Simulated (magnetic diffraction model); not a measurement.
## Pr3Ge12Ir4Pb: what an assumed order does to the neutron pattern

Space group Pm-3n (no. 223), a = 9.3890 Å.

| site | atom | x | y | z |
| --- | --- | --- | --- | --- |
| 2a | Pb | 0 | 0 | 0 |
| 8e | Ir | 3/4 | 3/4 | 3/4 |
| 6c | Pr | 1/4 | 0 | 1/2 |
| 24k | Ge | 0 | 0.8477 | 0.6910 |

The compound is invented for this exercise: a known structure type with other elements, its cell scaled to their sizes and not relaxed.

Only Pr is taken to order (form factors of Pr3+); orders and moment sizes are assumed, and not adapted to the symmetry. Radiation: neutrons of λ = 2.52 Å (absorption by Ir left out), 1.5° to 90°; isotropic B of 0.15 Å² (Pb), 0.12 Å² (Ir), 0.16 Å² (Pr) and 0.17 Å² (Ge). The intensities are simulated: I ∝ L Σ (|F_N|² + |F_M⊥|²) for unpolarised neutrons, with F_M = 2.695 fm/μB × Σ f(s) S exp(2πi Q·r) exp(−B s²) at Q = H ± k (one set where k and −k are equivalent), only the part normal to Q counting and L = 1/(sin²θ cos θ). For a modulated order the moment at position r is S exp(−2πi k·r) + c.c., with S = m/2 for a sine wave of amplitude m and S = m(u + iv)/2 for moments turning in a plane, u and v being orthogonal unit vectors in it; the phase factor of the sum at Q = H + k is then exp(2πi H·r). Form factors are spin-only for 3d ions and dipole or tabulated for f ions, scattering lengths are Sears's of 1992, and absorption is left out. A label names one of the reflections at its angle. The strongest nuclear line in the range is 100, and lines under 0.2 are left out.

Assume the order k = (0 0 0.052), moments turning in the plane of [001] and [010], 1.8 μB on Pr; signs + at (1/4, 0, 1/2), + at (1/2, 3/4, 0), + at (0, 1/2, 1/4), − at (3/4, 0, 1/2), − at (1/2, 1/4, 0), + at (0, 1/2, 3/4).

Q: Where does magnetic intensity appear, and how strong is it?

```
2θ (°)         index  nuclear  magnetic
 15.45   (1 0 0.052)      0.0       1.7
 21.31   (1 0 0.948)      0.0       0.4
 21.88       (1 1 0)      1.9       0.0
 21.90   (1 1 0.052)      0.0       1.3
 22.46   (1 0 1.052)      0.0       0.3
 26.42  (1 -1 0.948)      0.0       0.5
 27.36  (1 -1 1.052)      0.0       0.5
 31.14       (2 0 0)     18.0       0.0
 31.15   (2 0 0.052)      0.0       0.2
 34.18   (1 0 1.948)      0.0       0.2
 34.92       (2 1 0)      4.5       0.0
 34.93   (2 1 0.052)      0.0       0.7
 35.68   (1 0 2.052)      0.0       0.2
 37.70   (1 1 1.948)      0.0       0.3
 38.04   (2 1 0.948)      0.0       0.3
 38.38       (2 1 1)      0.4       0.0
 38.74   (2 1 1.052)      0.0       0.2
 39.08   (1 1 2.052)      0.0       0.3
 44.62       (2 2 0)      8.0       0.0
 46.90   (2 1 1.948)      0.0       0.3
 48.07   (2 1 2.052)      0.0       0.3
 50.22       (3 1 0)     14.7       0.0
 50.23   (3 1 0.052)      0.0       0.5
 52.59   (3 1 0.948)      0.0       0.3
 53.13   (3 1 1.052)      0.0       0.3
 55.41       (2 2 2)      4.6       0.0
 57.88       (3 2 0)    100.0       0.0
 57.88   (3 2 0.052)      0.0       0.2
 59.79   (3 1 1.948)      0.0       0.3
 60.28       (3 2 1)     42.6       0.0
 60.78   (3 1 2.052)      0.0       0.3
 64.93       (4 0 0)     30.8       0.0
 67.19       (4 1 0)     22.4       0.0
 69.41       (4 1 1)      7.9       0.0
 73.76       (4 2 0)     42.1       0.0
 75.90       (4 2 1)      1.2       0.0
 82.21       (4 2 2)     84.7       0.0
 84.29       (4 3 0)     10.7       0.0
 86.36       (5 1 0)      7.8       0.0
```

The strongest magnetic line in the range is (1 0 0.052) at 15.45° (1.7). Below the range, at 0.80°, lies the magnetic line (0 0 0.052) with 53. On top of the Lorentz factor, which all lines share, magnetic lines fade with angle because f falls: for Pr3+ it is 0.97, 0.88, 0.76 and 0.50 at sin θ/λ = 0.1, 0.2, 0.3 and 0.5 Å⁻¹, while nuclear lengths stay constant. The order has no net moment.

[Logs are printed without paths, hosts, clocks, repeated set-up lines and the standing remarks that a program may print on its own settings, such as how far it seeks lower states.]
